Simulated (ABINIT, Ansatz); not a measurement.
# How the form of the self-energy moves the gap of CrF6 (R-3), part 2 of 2

Aim: compare treatments of exchange, screening and correlation for the gap of CrF6 (R-3).

ABINIT 10.8.3; PBEsol and many-body steps on it, plane waves. Known limits of the many-body steps: not at the basis limit; no spin polarisation; d states lean on the start; coarse k mesh.

So far. Step 5 (G0W0, Engel-Farid plasmon pole): Against G0W0 in ABINIT (2×2×2 mesh, 85 bands, screening to 114.3 eV, Godby-Needs plasmon pole), the gap moves by +0.322 eV. Step 6 (G0W0, von der Linden-Horsch plasmon pole): Against G0W0 in ABINIT (2×2×2 mesh, 85 bands, screening to 114.3 eV, Godby-Needs plasmon pole), the gap moves by +0.599 eV.

## Step 7: One-shot COHSEX

This step: one-shot COHSEX on PBEsol, plane waves, norm-conserving pseudopotentials.

Input file run.abi:

```
acell 3*1.0 Angstrom
rprim 
  2.402403871812 1.387028522093 4.369215055800
  -2.402403871812 1.387028522093 4.369215055800
  0.000000000000 -2.774057044186 4.369215055800
ntypat 2
znucl 24 9
natom 7
typat 1 2 2 2 2 2 2
xred 
  0.000000000000 0.000000000000 0.000000000000
  0.368598720000 0.081843300000 0.779004130000
  0.081843300000 0.779004130000 0.368598720000
  0.220995870000 0.631401280000 0.918156700000
  0.918156700000 0.220995870000 0.631401280000
  0.631401280000 0.918156700000 0.220995870000
  0.779004130000 0.368598720000 0.081843300000
pp_dirpath "pseudos"
pseudos "Cr.upf, F.upf"
ecut 43
ngkpt 2 2 2
nshiftk 1
shiftk 0 0 0
kptopt 1
chksymbreak 0
istwfk *1
occopt 1
irdwfk 1
optdriver 4
nband 85
gwcalctyp 7
ecutsigx 43
symsigma 1
nkptgw 2
kptgw 
  0.5000000000 0.5000000000 0.0000000000
  0.0000000000 0.0000000000 0.0000000000
bdgw 
  27 30
  27 31
ecuteps 4.2
irdscr 1
indata_prefix "in"
outdata_prefix "out"
tmpdata_prefix "tmp"
```

Run with:

```sh
$ OMP_NUM_THREADS=1 mpirun -n 4 abinit run.abi > log
```

Numbers of over 12 decimals in the logs are rounded to 6 here.

Log:

```text
.Version 10.8.3 of ABINIT. v10.8.2 released Aug 2026.

 Symmetries : space group R-3 (#148); Bravais hR (rhombohedral)
[... echo of the input left out ...]
== DATASET  1 ==================================================================
-   mpi_nproc: 4, omp_nthreads: 1 (-1 if OMP is not activated)

--- !DatasetInfo
iteration_state: {dtset: 1, }
dimensions: {natom: 7, nkpt: 4, mband: 85, nsppol: 1, nspinor: 1, nspden: 1, mpw: 7993, }
cutoff_energies: {ecut:  43.0, pawecutdg:  -1.0, }
[...]
Band     E0 <VxcDFT>   SigX SigC(E0)      Z dSigC/dE  Sig(E)    E-E0       E
[...]
30  -0.418 -25.180 -19.048  -4.443   1.000   0.000 -23.492   1.689   1.270
       31  -0.418 -25.180 -19.048  -4.443   1.000   0.000 -23.492   1.689   1.270

== END DATASET(S) ==============================================================
================================================================================

 -outvars: echo values of variables after computation  --------
           etotal      0.0000000000E+00
            nband          85
             nkpt           4
          spgroup         148
 [... the other variables as echoed above ...]

 Calculation completed.
```

The job ended after 6.5 s (4 MPI ranks of Arm Neoverse N1, shared host; peak memory 0.81 GiB).

This step gave:

```
quasiparticle gap on the points computed              : 5.581 eV
starting gap on the mesh                              : 1.937 eV
k of the valence top                                  : 0.5, 0.5, 0
k of the conduction bottom                            : 0, 0, 0
least direct quasiparticle gap on the computed points : 5.657 eV
```

Against G0W0 in ABINIT (2×2×2 mesh, 85 bands, screening to 114.3 eV, Godby-Needs plasmon pole), the gap moves by +0.689 eV.

## Step 8: One-shot Hartree-Fock

This step: one-shot Hartree-Fock on PBEsol, plane waves, norm-conserving pseudopotentials.

run.abi, as its differences from that of step 7:

```diff
@@ -29,4 +29,4 @@
 optdriver 4
-nband 85
-gwcalctyp 7
+nband 32
+gwcalctyp 5
 ecutsigx 43
@@ -40,4 +40,4 @@
   27 31
-ecuteps 4.2
-irdscr 1
+ixc_sigma 40
+fftgw 31
 indata_prefix "in"
```

Log:

```text
.Version 10.8.3 of ABINIT. v10.8.2 released Aug 2026.

 Symmetries : space group R-3 (#148); Bravais hR (rhombohedral)
[... echo of the input left out ...]
== DATASET  1 ==================================================================
-   mpi_nproc: 4, omp_nthreads: 1 (-1 if OMP is not activated)

--- !DatasetInfo
iteration_state: {dtset: 1, }
dimensions: {natom: 7, nkpt: 4, mband: 32, nsppol: 1, nspinor: 1, nspden: 1, mpw: 7993, }
cutoff_energies: {ecut:  43.0, pawecutdg:  -1.0, }
[...]
Band     E0 <VxcDFT>   SigX SigC(E0)      Z dSigC/dE  Sig(E)    E-E0       E
[...]
30  -0.418 -25.180 -19.048   0.000   1.000   0.000 -19.048   6.132   5.714
       31  -0.418 -25.180 -19.048   0.000   1.000   0.000 -19.048   6.132   5.714

== END DATASET(S) ==============================================================
================================================================================

 -outvars: echo values of variables after computation  --------
           etotal      0.0000000000E+00
            nband          32
             nkpt           4
          spgroup         148
 [... the other variables as echoed above ...]

 Calculation completed.
```

Elapsed: 5.7 s, on 4 MPI ranks; peak memory 0.66 GiB.

Numbers from this step:

* quasiparticle gap on the points computed: 14.99 eV
* starting gap on the mesh: 1.937 eV
* k of the valence top: 0.5, 0.5, 0
* k of the conduction bottom: 0.5, 0.5, 0
* least direct quasiparticle gap on the computed points: 14.99 eV

Against G0W0 in ABINIT (2×2×2 mesh, 85 bands, screening to 114.3 eV, Godby-Needs plasmon pole), the gap moves by +10.099 eV.

## Step 9: Screening, 2×2×2 mesh, 85 bands, screening to 114.3 eV

This step: RPA screening on PBEsol, plane waves, norm-conserving pseudopotentials.

run.abi, as its differences from that of step 8:

```diff
@@ -28,16 +28,14 @@
 irdwfk 1
-optdriver 4
-nband 32
-gwcalctyp 5
-ecutsigx 43
-symsigma 1
-nkptgw 2
-kptgw 
-  0.5000000000 0.5000000000 0.0000000000
-  0.0000000000 0.0000000000 0.0000000000
-bdgw 
-  27 30
-  27 31
-ixc_sigma 40
-fftgw 31
+optdriver 3
+nband 85
+ecuteps 4.2
+inclvkb 2
+awtr 1
+symchi 1
+gwcalctyp 2
+nfreqre 16
+freqremax 40 eV
+nfreqim 8
+spmeth 1
+nomegasf 120
 indata_prefix "in"
```

Log:

```text
.Version 10.8.3 of ABINIT. v10.8.2 released Aug 2026.

 Symmetries : space group R-3 (#148); Bravais hR (rhombohedral)
[... echo of the input left out ...]
== DATASET  1 ==================================================================
-   mpi_nproc: 4, omp_nthreads: 1 (-1 if OMP is not activated)

--- !DatasetInfo
iteration_state: {dtset: 1, }
dimensions: {natom: 7, nkpt: 4, mband: 85, nsppol: 1, nspinor: 1, nspden: 1, mpw: 7993, }
cutoff_energies: {ecut:  43.0, pawecutdg:  -1.0, }
electrons: {nelect:   5.60000000E+01, charge:   0.00000000E+00, occopt:   1.00000000E+00, tsmear:   1.00000000E-02, }

 SCREENING: Calculation of the susceptibility and dielectric matrices

 Based on a program developped by R.W. Godby, V. Olevano, G. Onida, and L. Reining.
 Incorporated in ABINIT by V. Olevano, G.-M. Rignanese, and M. Torrent.
.Using double precision arithmetic ; gwpc =  8

[... cell and pseudopotentials left out ...]
--------------------------------------------------------------------------------

 ==== K-mesh for the wavefunctions ====
 Number of points in the irreducible wedge :     4
[... list of points left out ...]
 Together with  6 symmetry operations and time-reversal symmetry
 yields     8 points in the full Brillouin Zone.

 ==== Q-mesh for the screening function ====
 Number of points in the irreducible wedge :     4
[... list of points left out ...]
 Together with  6 symmetry operations and time-reversal symmetry
 yields     8 points in the full Brillouin Zone.

 setmesh: FFT mesh size selected  =    40x   40x   40
          total number of points  =        64000

 vcoul_init : cutoff-mode = AUXILIARY_FUNCTION
 q-points for optical limit:   1
     1)      0.000010    0.000020    0.000030

- screening: taking advantage of time-reversal symmetry
- Maximum band index for partially occupied states nbvw = 28
- Remaining bands to be divided among processors   nbcw = 57
- Number of bands treated by each node ~14

 Number of electrons calculated from density =   56.0000; Expected =   56.0000
 average of density, n =  0.094996
 r_s =    1.3596
 omega_plasma =   29.7309 [eV]

 calculating chi0 at frequencies [eV] :
  1    0.000000E+00    0.000000E+00
  2    2.666667E+00    0.000000E+00
  3    5.333333E+00    0.000000E+00
[...]
23    0.000000E+00    7.571947E+01
 24    0.000000E+00    1.066138E+02

--------------------------------------------------------------------------------
  q-point number  1        q = ( 0.000000, 0.000000, 0.000000) [r.l.u.]
--------------------------------------------------------------------------------
[... chi0 elements left out ...]
  [... further frequencies ...]

 No. of calculated frequencies >  15, stop printing
 For q-point:  0.000010 0.000020 0.000030
  dielectric constant =   3.4781
  dielectric constant without local fields =   6.4987

  Average fulfillment of the sum rule on Im[epsilon] for q-point    1 :     32.12  [%]
[... wings left out ...]
  q-point number  2        q = ( 0.500000, 0.000000, 0.000000) [r.l.u.]
--------------------------------------------------------------------------------
[... chi0 elements left out ...]
  [... further frequencies ...]

 No. of calculated frequencies >  15, stop printing
  Average fulfillment of the sum rule on Im[epsilon] for q-point    2 :     38.69  [%]

 [... 2 further q-points ...]
```

It took 44 s on 4 MPI ranks; peak memory 1.7 GiB.

This step gave:

* ε∞ with local fields, on this mesh, along the program's q direction: 3.478
* the same without local fields: 6.499
* plasma frequency: 29.73 eV
* plane waves in the screening matrix: 247

## Step 10: G0W0, contour deformation

This step: G0W0 on PBEsol, plane waves, norm-conserving pseudopotentials.

run.abi, as its differences from that of step 9:

```diff
@@ -28,14 +28,16 @@
 irdwfk 1
-optdriver 3
+optdriver 4
 nband 85
+gwcalctyp 2
+ecutsigx 43
+symsigma 1
+nkptgw 2
+kptgw 
+  0.5000000000 0.5000000000 0.0000000000
+  0.0000000000 0.0000000000 0.0000000000
+bdgw 
+  27 30
+  27 31
 ecuteps 4.2
-inclvkb 2
-awtr 1
-symchi 1
-gwcalctyp 2
-nfreqre 16
-freqremax 40 eV
-nfreqim 8
-spmeth 1
-nomegasf 120
+irdscr 1
 indata_prefix "in"
```

Log:

```text
.Version 10.8.3 of ABINIT. v10.8.2 released Aug 2026.

 Symmetries : space group R-3 (#148); Bravais hR (rhombohedral)
[... echo of the input left out ...]
== DATASET  1 ==================================================================
-   mpi_nproc: 4, omp_nthreads: 1 (-1 if OMP is not activated)

--- !DatasetInfo
iteration_state: {dtset: 1, }
dimensions: {natom: 7, nkpt: 4, mband: 85, nsppol: 1, nspinor: 1, nspden: 1, mpw: 7993, }
cutoff_energies: {ecut:  43.0, pawecutdg:  -1.0, }
[...]
Band     E0 <VxcDFT>   SigX SigC(E0)      Z dSigC/dE  Sig(E)    E-E0       E
[...]
31  -0.418 -25.180 -19.048  -2.708   0.680  -0.471 -22.852   2.328   1.910
       31   0.000   0.000   0.000  -0.001   0.000   0.000  -0.001  -0.001  -0.001

== END DATASET(S) ==============================================================
================================================================================

 -outvars: echo values of variables after computation  --------
           etotal      0.0000000000E+00
            nband          85
             nkpt           4
          spgroup         148
 [... the other variables as echoed above ...]

 Calculation completed.
```

The job ended after 10 s (4 MPI ranks; peak memory 1.1 GiB).

This step gave:

| Property | Result |
| --- | --- |
| G0W0 gap on the points computed | 4.603 eV |
| starting gap on the mesh | 1.937 eV |
| k of the valence top | 0.5, 0.5, 0 |
| k of the conduction bottom | 0, 0, 0 |
| least direct G0W0 gap on the computed points | 4.657 eV |

Against G0W0 in ABINIT (2×2×2 mesh, 85 bands, screening to 114.3 eV, Godby-Needs plasmon pole), the gap moves by −0.289 eV.

## Step 11: Side by side

Times are wall times on 4 MPI ranks of Arm Neoverse N1, shared host, good to a factor of about two. A run's time includes the screening step that it read.

| run | mesh | bands | screening cutoff (eV) | DFT gap (eV) | gap on the mesh (eV) | direct (eV) | ε∞ used | time |
| --- | --- | --- | --- | --- | --- | --- | --- | --- |
| G0W0, Godby-Needs plasmon pole | 2×2×2 | 85 | 114.3 | 1.937 | 4.892 | 4.943 | 3.41 | 53 s |
| G0W0, Engel-Farid plasmon pole | 2×2×2 | 85 | 114.3 | 1.937 | 5.214 | 5.270 | 3.41 | 49 s |
| G0W0, von der Linden-Horsch plasmon pole | 2×2×2 | 85 | 114.3 | 1.937 | 5.491 | 5.551 | 3.41 | 49 s |
| one-shot COHSEX | 2×2×2 | 85 | 114.3 | 1.937 | 5.581 | 5.657 | 3.41 | 47 s |
| one-shot Hartree-Fock | 2×2×2 | - | - | 1.937 | 14.991 | 14.991 | - | 5.7 s |
| G0W0, contour deformation | 2×2×2 | 85 | 114.3 | 1.937 | 4.603 | 4.657 | 3.48 | 55 s |

## Step 12: Summary of results

* G0W0, Godby-Needs plasmon pole: 4.892 eV
* G0W0, Engel-Farid plasmon pole: 5.214 eV
* G0W0, von der Linden-Horsch plasmon pole: 5.491 eV
* one-shot COHSEX: 5.581 eV
* one-shot Hartree-Fock: 14.991 eV
* G0W0, contour deformation: 4.603 eV
* known limits: not at the basis limit; no spin polarisation; d states lean on the start; coarse k mesh

**Reading.** G0W0, Engel-Farid plasmon pole: +0.322 eV against G0W0, Godby-Needs plasmon pole. G0W0, von der Linden-Horsch plasmon pole: +0.599 eV against G0W0, Godby-Needs plasmon pole. One-shot COHSEX: +0.689 eV against G0W0, Godby-Needs plasmon pole. One-shot Hartree-Fock: +10.099 eV against G0W0, Godby-Needs plasmon pole. G0W0, contour deformation: −0.289 eV against G0W0, Godby-Needs plasmon pole. Bare exchange alone opens the gap to 14.99 eV; against G0W0, correlation takes back 10.10 eV. Static COHSEX lies above G0W0: it lacks the factor Z and overstates the Coulomb hole of the filled states. Bands and cutoff are finite, so the gap is not at the basis limit. The miss can reach some tenths of an eV and take either sign; the mesh is an error of its own. In the first G0W0 run levels were corrected at 2 k points alone, so a gap called «on the mesh» is the least over those, and an edge elsewhere would be missed. The 2×2×2 mesh is coarse for this cell, which bears on the long-range parts of exchange and screening. The runs have no spin polarisation. For a closed low-spin shell that is the natural state; where a d or f shell is open it is a constraint, and the gap is then not the crystal's own. With d states at the gap, one-shot GW leans hard on its start.

[Paths, hosts, dates, memory and timing lines, banners, echoed tables and standing remarks are left out of the program output.]

[Logs are printed without paths, hosts, clocks, repeated set-up lines and the standing remarks that a program may print on its own settings, such as how far it seeks lower states.]

[Runs of the session that timed out or met a known fault of the program may be left out.]

[No measured gap is set beside runs whose start may be inverted or whose files or cutoffs have a known fault.]

[Hosts, paths, dates, database ids (printed as entryN), source tags and the programs' standing remarks are cut or masked in the printed files.]

[G0W0 gaps are taken among the corrected bands and points alone; a level outside them can change the order at an edge.]

[Where Ansatz stands beside ABINIT at settings called matched, ABINIT's density can come from a denser mesh and the files from another edition; pairs whose starting gaps differed by over 0.03 eV were left out, so agreement reads better than it is.]
